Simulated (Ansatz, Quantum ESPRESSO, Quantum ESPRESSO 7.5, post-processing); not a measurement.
## Ballistic transmission: vacuum gap of 6.0 Å between two Pt(100) faces

How well does the junction conduct in the ballistic limit? It is: vacuum gap of 6.0 Å between two Pt(100) faces.

Calculated with Quantum ESPRESSO 7.5; plane-wave DFT, LDA, GBRV ultrasoft pseudopotentials (cross-check by Ansatz 0.2.0 with PAW datasets).

This is a report of a sequence of runs, with most program output left out.

### 1. The starting structure

The cell holds 16 atoms: 16 Pt. Its edges and angles: a = 2.807 Å, b = 2.807 Å, c = 35.775 Å, α = 90.0°, β = 90.0°, γ = 90.0°. It derives from Pt. Regions: left lead, 8 atoms (8 Pt); right lead, 8 atoms (8 Pt). The structure is stacked along c, and the current runs across the ab planes.

### 2. Self-consistent run

One periodic cell holds a stretch of lead, the junction and more lead; the atoms stay as built.

File scf.in:

```
&control
  prefix = 'scf'
  outdir = './out'
  pseudo_dir = './pseudo'
  calculation = 'scf'
  tprnfor = .true.
/
&system
  ibrav = 0
  nat = 16
  ntyp = 1
  ecutwfc = 40
  ecutrho = 200
  occupations = 'smearing'
  smearing = 'mv'
  degauss = 0.01
/
&electrons
  conv_thr = 1e-07
  mixing_beta = 0.25
  electron_maxstep = 120
  mixing_mode = 'local-TF'
/
ATOMIC_SPECIES
  Pt  195.0840  pt_lda_v1.4.uspp.F.UPF
CELL_PARAMETERS angstrom
  2.80721392131059 0.00000000000000 0.00000000000000
  0.00000000000000 2.80721392131059 0.00000000000000
  0.00000000000000 0.00000000000000 35.77500000000000
ATOMIC_POSITIONS crystal
  Pt  0.000000000000 0.000000000000 0.000000000000
  Pt  0.500000000000 0.500000000000 0.055485674354
  Pt  0.000000000000 0.000000000000 0.110971348707
  Pt  0.500000000000 0.500000000000 0.166457023061
  Pt  0.000000000000 0.000000000000 0.221942697414
  Pt  0.500000000000 0.500000000000 0.277428371768
  Pt  0.000000000000 0.000000000000 0.332914046122
  Pt  0.500000000000 0.500000000000 0.388399720475
  Pt  0.000000000000 0.000000000000 0.556114605171
  Pt  0.500000000000 0.500000000000 0.611600279525
  Pt  0.000000000000 0.000000000000 0.667085953878
  Pt  0.500000000000 0.500000000000 0.722571628232
  Pt  0.000000000000 0.000000000000 0.778057302586
  Pt  0.500000000000 0.500000000000 0.833542976939
  Pt  0.000000000000 0.000000000000 0.889028651293
  Pt  0.500000000000 0.500000000000 0.944514325646
K_POINTS automatic
  8 8 1 0 0 0
```

Started as:

```
> OMP_NUM_THREADS=1 mpirun -n 4 pw.x -nk 4 -in scf.in > scf.out
```

Wall time 3.2 min (4 MPI ranks of Arm Neoverse V2, shared host); peak memory 1.3 GiB.

Read from the output:

| Item | Value |
| --- | --- |
| free energy | -45886.7594 eV |
| Fermi energy | 18.03 eV |

The program's own clock; routines nest. Time by routine:

| routine | wall time (s) | calls |
| --- | --- | --- |
| PWSCF | 192.9 | 1 |
| electrons | 185.2 | 1 |
| c_bands | 159.9 | 16 |
| cegterg | 150 | 64 |
| h_psi | 80.13 | 193 |
| fftw | 53.46 | 52042 |
| vloc_psi | 47.98 | 193 |
| calbec | 24.65 | 273 |
| sum_band | 20.88 | 16 |
| add_vuspsi | 15.67 | 193 |
| s_psi | 15.64 | 193 |
| h_psi:calbec | 15.6 | 193 |
| init_run | 5.27 | 1 |
| cdiaghg | 5.13 | 189 |

The run needed 16 iterations to bring the estimated error under 1e-07 Ry; the largest force on any atom, held or free, is 1.22 eV/Å.

### 3. The open system

prefixt takes both regions from one run: the lead from 0 to bdl, the scattering region from bdl to bds (units of alat). ikind = 1 puts the same lead on both sides. The program's T_tot counts both spins in a run without spin; the tables below give T per spin.

File cond.in:

```
&inputcond
  outdir = './out'
  prefixt = 'scf'
  tran_file = 'cond.dat'
  bdl = 2.8284271247
  bds = 12.7439521899
  ikind = 1
  ewind = 4.0
  epsproj = 1e-05
  nz1 = 7
  energy0 = 0.4
  denergy = -0.4
/
28
  0.00000000 0.00000000 0.00694444
  0.00000000 0.08333333 0.02777778
  0.00000000 0.16666667 0.02777778
  0.00000000 0.25000000 0.02777778
  0.00000000 0.33333333 0.02777778
  0.00000000 0.41666667 0.02777778
  0.00000000 0.50000000 0.01388889
  0.08333333 0.08333333 0.02777778
  0.08333333 0.16666667 0.05555556
  0.08333333 0.25000000 0.05555556
  0.08333333 0.33333333 0.05555556
  0.08333333 0.41666667 0.05555556
  0.08333333 0.50000000 0.02777778
  0.16666667 0.16666667 0.02777778
  0.16666667 0.25000000 0.05555556
  0.16666667 0.33333333 0.05555556
  0.16666667 0.41666667 0.05555556
  0.16666667 0.50000000 0.02777778
  0.25000000 0.25000000 0.02777778
  0.25000000 0.33333333 0.05555556
  0.25000000 0.41666667 0.05555556
  0.25000000 0.50000000 0.02777778
  0.33333333 0.33333333 0.02777778
  0.33333333 0.41666667 0.05555556
  0.33333333 0.50000000 0.02777778
  0.41666667 0.41666667 0.02777778
  0.41666667 0.50000000 0.02777778
  0.50000000 0.50000000 0.00694444
3
```

Started as:

```
> OMP_NUM_THREADS=1 mpirun -n 4 pwcond.x -in cond.in > cond.out
```

Wall time 2 min (4 MPI ranks); peak memory 0.26 GiB.

This step gave:

| Item | Value |
| --- | --- |
| lead channels at the Fermi level, one spin | 1.944 |
| transmission at the Fermi level, one spin | 0.005356 |
| conductance | 0.005356 G₀ |

Per spin; mean over the k mesh across the current. Table of open channels, zone mean by energy, zero at the Fermi level:

| energy (eV) | open channels, zone mean |
| --- | --- |
| -0.400 | 2.22 |
| 0.000 | 1.94 |
| 0.400 | 1.01 |

Per spin; mean over the k mesh across the current. Table of transmission, zone mean by energy, zero at the Fermi level:

| energy (eV) | transmission, zone mean |
| --- | --- |
| -0.400 | 0.0129 |
| 0.000 | 0.00536 |
| 0.400 | 0.00486 |

At 0.000 eV; k in fractions of b1, b2. Transmission by k point:

| k1 | k2 | weight | t | channels |
| --- | --- | --- | --- | --- |
| 0 | 0 | 0.006944 | 0.02666 | 4 |
| 0 | 0.08333 | 0.02778 | 0.04925 | 2 |
| 0 | 0.1667 | 0.02778 | 0.01696 | 2 |
| 0 | 0.25 | 0.02778 | 0.008422 | 3 |
| 0 | 0.3333 | 0.02778 | 0.003352 | 3 |
| 0 | 0.4167 | 0.02778 | 0.001541 | 4 |
| 0 | 0.5 | 0.01389 | 5.00e-8 | 2 |
| 0.08333 | 0.08333 | 0.02778 | 0.0247 | 2 |
| 0.08333 | 0.1667 | 0.05556 | 0.01452 | 2 |
| 0.08333 | 0.25 | 0.05556 | 0.01075 | 2 |
| 0.08333 | 0.3333 | 0.05556 | 0.001869 | 1 |
| 0.08333 | 0.4167 | 0.05556 | 0 | 0 |
| 0.08333 | 0.5 | 0.02778 | 8.23e-5 | 2 |
| 0.1667 | 0.1667 | 0.02778 | 0.009331 | 2 |
| 0.1667 | 0.25 | 0.05556 | 0.005517 | 2 |
| 0.1667 | 0.3333 | 0.05556 | 1.31e-5 | 1 |
| 0.1667 | 0.4167 | 0.05556 | 0 | 0 |
| 0.1667 | 0.5 | 0.02778 | 1.35e-4 | 4 |
| 0.25 | 0.25 | 0.02778 | 0.003105 | 2 |
| 0.25 | 0.3333 | 0.05556 | 0.001224 | 2 |
| 0.25 | 0.4167 | 0.05556 | 3.20e-4 | 3 |
| 0.25 | 0.5 | 0.02778 | 9.17e-5 | 4 |
| 0.3333 | 0.3333 | 0.02778 | 4.92e-4 | 2 |
| 0.3333 | 0.4167 | 0.05556 | 1.23e-4 | 3 |
| 0.3333 | 0.5 | 0.02778 | 1.15e-6 | 2 |
| 0.4167 | 0.4167 | 0.02778 | 2.00e-7 | 1 |
| 0.4167 | 0.5 | 0.02778 | 0 | 0 |
| 0.5 | 0.5 | 0.006944 | 2.95e-5 | 4 |

The program's own clock; routines nest. Time by routine:

| routine | wall time (s) | calls |
| --- | --- | --- |
| PWCOND | 121.2 | 1 |
| scatter_forw | 104.6 | 168 |
| local | 6.87 | 28 |
| compbs | 6.35 | 84 |
| compbs_2 | 5.2 | 84 |
| init | 0.44 | 1 |
| poten | 0.04 | 1 |

The run is unpolarised; a magnetic state was not tried, may lie lower and would change T.

At no point does T exceed the number of channels.

### 4. Transmission with pwcond.x, with nz1 = 3

How much does a setting matter? One run is repeated with a change.

cond.w.in, as its differences from the input of step 3:

```diff
@@ -3,3 +3,3 @@
   prefixt = 'scf'
-  tran_file = 'cond.dat'
+  tran_file = 'cond.w.dat'
   bdl = 2.8284271247
@@ -9,3 +9,3 @@
   epsproj = 1e-05
-  nz1 = 7
+  nz1 = 3
   energy0 = 0.4
```

Started as:

```
> OMP_NUM_THREADS=1 mpirun -n 4 pwcond.x -in cond.w.in > cond.w.out
```

The job ended after 97 s (4 MPI ranks; peak memory 0.26 GiB).

The changed values were drawn from a wide range, not chosen for quality; the comparison shows what they did here together.

Beside the run it was changed from:

| quantity | this run | unchanged run | difference |
| --- | --- | --- | --- |
| transmission at the Fermi level, one spin | 0.005638 | 0.005356 | 2.8e-4 |
| lead channels at the Fermi level, one spin | 1.972 | 1.944 | 0.028 |
| wall time (s) | 97 | 122 |  |

Over all energies T moves by up to 7.9e-4, at -0.4 eV.

The physical values in this table move by up to 5.3 %.

### 5. Transmission with pwcond.x, with ewind, epsproj = [0.1, 0.1]

Another try, with an input changed as a hurried user might.

cond.bad.in, as its differences from the input of step 3:

```diff
@@ -3,3 +3,3 @@
   prefixt = 'scf'
-  tran_file = 'cond.dat'
+  tran_file = 'cond.bad.dat'
   bdl = 2.8284271247
@@ -7,4 +7,4 @@
   ikind = 1
-  ewind = 4.0
-  epsproj = 1e-05
+  ewind = 0.1
+  epsproj = 0.1
   nz1 = 7
```

Started as:

```
> OMP_NUM_THREADS=1 mpirun -n 4 pwcond.x -in cond.bad.in > cond.bad.out
```

Wall time 48 s (4 MPI ranks); peak memory 0.24 GiB; 3.2 min of CPU time.

The run finished, but its numbers are not taken as the system's. The fault: a window of plane waves far too small, with a loose projection threshold.

Beside the run it was changed from:

| quantity | this run | unchanged run | difference |
| --- | --- | --- | --- |
| transmission at the Fermi level, one spin | 0.005083 | 0.005356 | -2.7e-4 |
| lead channels at the Fermi level, one spin | 1.208 | 1.944 | -0.74 |
| wall time (s) | 48 | 122 |  |

Over all energies T moves by up to 0.0098, at -0.4 eV, where the two runs count unlike lead channels.

The physical values in this table move by up to 38 %.

### 6. The same in Ansatz

As a check, the same structure is run in Ansatz.

Level of this step: plane-wave DFT, LDA, Ansatz PAW (Ansatz 0.2.0).

File input.yaml:

```yaml
crystal:
  lattice:
    - [2.8072139213, 0.0, 0.0]
    - [0.0, 2.8072139213, 0.0]
    - [0.0, 0.0, 35.775]
  atoms:
    - { symbol: Pt, position: [0.0, 0.0, 0.0] }
    - { symbol: Pt, position: [0.5, 0.5, 0.0554856744] }
    - { symbol: Pt, position: [0.0, 0.0, 0.1109713487] }
    - { symbol: Pt, position: [0.5, 0.5, 0.1664570231] }
    - { symbol: Pt, position: [0.0, 0.0, 0.2219426974] }
    - { symbol: Pt, position: [0.5, 0.5, 0.2774283718] }
    - { symbol: Pt, position: [0.0, 0.0, 0.3329140461] }
    - { symbol: Pt, position: [0.5, 0.5, 0.3883997205] }
    - { symbol: Pt, position: [0.0, 0.0, 0.5561146052] }
    - { symbol: Pt, position: [0.5, 0.5, 0.6116002795] }
    - { symbol: Pt, position: [0.0, 0.0, 0.6670859539] }
    - { symbol: Pt, position: [0.5, 0.5, 0.7225716282] }
    - { symbol: Pt, position: [0.0, 0.0, 0.7780573026] }
    - { symbol: Pt, position: [0.5, 0.5, 0.8335429769] }
    - { symbol: Pt, position: [0.0, 0.0, 0.8890286513] }
    - { symbol: Pt, position: [0.5, 0.5, 0.9445143256] }
kpoints:
  mp_grid: { grid: [8, 8, 1] }
hamiltonian:
  xc: lda
scf:
  occupations: { method: fermi_dirac, width: 0.1 }
  convergence: { dr2_threshold: 1.0e-08 }
output:
  transmission: { leads: [[0, 2]], e_range: [-0.4, 0.4], de: 0.4, kmesh: [12, 12] }
  write_potential: true
  write_density: true
  volumetric_format: npy
  elf: true
```

Started as:

```
> ansatz run input.yaml --threads 4 --pin off --max-ram 8192MiB --backend cpu --events-out ev --progress --plain --runs-dir out
```

Run time: 26 s. Hardware: 4 threads; peak memory 1.3 GiB.

Read from the output:

- free energy: -195916.9483 eV
- energy at zero smearing: -195916.4692 eV
- smearing term TS: 0.9582 eV
- Fermi energy: 18.74 eV
- symmetry operations: 16
- transmission at the Fermi level, one spin: 0.005808
- lead channels at the Fermi level, one spin: 2
- step of the lead's Hamiltonian over a period: 3.1 meV

Per spin; mean over the k mesh across the current. Table of transmission, zone mean by energy, zero at the Fermi level:

| energy (eV) | transmission, zone mean |
| --- | --- |
| -0.400 | 0.0129 |
| 0.000 | 0.00581 |
| 0.400 | 0.00497 |

Per spin; mean over the k mesh across the current. Open channels, zone mean against energy, zero at the Fermi level:

| energy (eV) | open channels, zone mean |
| --- | --- |
| -0.400 | 2.22 |
| 0.000 | 2 |
| 0.400 | 1.01 |

Electrostatic potential energy in the ca plane at fractional y = 0.000, with atoms of Pt within 0.2 Å of it. With pseudopotentials it is smooth inside the atoms' cores, unlike the true potential.

Values in eV, 5 rows by 16 columns, each cell a mean:
```
 22 -15 -43  17  23  24  25  25  23 -15 -42  17  21 -17 -41  17
 20  13   4  20  21  24  25  25  24  14   4  20  20  12   5  20
 19  20  18  20  20  24  25  25  24  21  18  20  19  20  18  20
 21   5 -12  19  22  24  25  25  24   5 -11  19  21   3 -11  19
 22 -21 -50  15  24  25  25  25  23 -21 -49  16  22 -24 -48  16
```
Columns run along c (16.0 Å, from fractional 0.28 to 0.72 of the cell; values clipped at the 3rd and 97th percentile), rows up along a (2.8 Å). Atoms in or near the plane, at fractional coordinates: Pt at (0.33, 0.00), Pt at (0.56, 0.00), Pt at (0.67, 0.00).

ELF in the ca plane at fractional y = 0.000, with atoms of Pt within 0.2 Å of it. It is the smooth field of the valence electrons, not physical close to the nuclei.

Values, 5 rows by 16 columns, each cell a mean:
```
0.17 0.45 0.61 0.25 0.16 0.09 0.02 0.01 0.16 0.48 0.60 0.24 0.17 0.47 0.60 0.23
0.24 0.27 0.33 0.23 0.26 0.16 0.02 0.01 0.12 0.30 0.32 0.23 0.23 0.27 0.33 0.24
0.26 0.24 0.26 0.23 0.30 0.19 0.03 0.01 0.11 0.28 0.25 0.24 0.26 0.24 0.26 0.25
0.21 0.32 0.43 0.23 0.23 0.14 0.02 0.01 0.14 0.35 0.42 0.23 0.21 0.33 0.42 0.23
0.16 0.50 0.65 0.26 0.14 0.08 0.01 0.01 0.17 0.53 0.64 0.25 0.16 0.52 0.64 0.24
```
Columns run along c (16.0 Å, from fractional 0.28 to 0.72 of the cell), rows up along a (2.8 Å). Atoms in or near the plane, at fractional coordinates: Pt at (0.33, 0.00), Pt at (0.56, 0.00), Pt at (0.67, 0.00).

Ansatz finds T = 0.00581 against pwcond's 0.00536.

### 7. All levels side by side

All levels:

| step | T at the Fermi level (per spin) | conductance (G0) | r.m.s. T(E) from the first | CPU time of the step (s) | peak memory (GiB) |
| --- | --- | --- | --- | --- | --- |
| Ansatz | 0.005808 | - | 0 | 89.93 | 1.337 |
| pwcond | 0.005356 | 0.005356 | 2.70e-4 | 486.5 | 0.26 |
| pwcond, changed setting | 0.005638 | 0.005638 | 4.71e-4 | 389.5 | 0.26 |

Per spin; mean over the k mesh across the current. Table of transmission, zone mean by energy, zero at the Fermi level:

| energy (eV) | Ansatz | pwcond | pwcond, changed setting |
| --- | --- | --- | --- |
| -0.400 | 0.0129 | 0.0129 | 0.0121 |
| 0.000 | 0.00581 | 0.00536 | 0.00564 |
| 0.400 | 0.00497 | 0.00486 | 0.00489 |

### 8. The arithmetic

The Landauer sum over the mesh, Σ w T = 0.0278 × 0.0493 + 0.0556 × 0.0145 + 0.0278 × 0.0247 + … = 0.005356.

G = 0.00536 × 77.48 µS = 0.415 µS a cell. Times the area of 7.880 Å², the resistance-area product is A/G = 190 fΩ m², the leads' contact resistance included.

### 9. Outcome

| Item | Value |
| --- | --- |
| conductance from T at the Fermi level, a cell (G₀ = 2e²/h) | 0.00536 G₀ |
| conductance per area | 5.27 S/μm² |
| lead channels per spin | 1.94 |
| the same conductance by Ansatz | 0.00581 G₀ |

What this shows: The junction conducts 0.00536 G₀ a cell at the Fermi level (LDA, GBRV ultrasoft). At the Fermi level the junction passes 0.28 % of what the leads offer, the tunnelling regime. At the Fermi level pwcond and Ansatz differ by 7.8 %. The codes count unlike numbers of lead channels on 6 % of the mesh. Points with over 2.5 times the mean carry 66 % of T, so the mean leans on few points, and the mesh was not tested. Over -0.4 to 0.4 eV, T lies between 0.0049 and 0.013 per spin. The geometry is as built, not relaxed, and the leads are short. Semilocal functionals lack the image potential in a vacuum gap. Spin-orbit coupling is left out; depending on the atoms that carry the levels of interest, it can split and shift them by tenths of an eV to an eV or more.

[Logs are printed without paths, hosts, clocks, repeated set-up lines and the standing remarks that a program may print on its own settings, such as how far it seeks lower states.]

[Hosts, paths, dates, database ids (printed as entryN), source tags and the programs' standing remarks are cut or masked in the printed files.]

[Maps of the electrostatic potential energy from Ansatz leave out the sawtooth potential of an applied field or a dipole correction, so their vacuum need not be flat; planar profiles and work functions include it.]
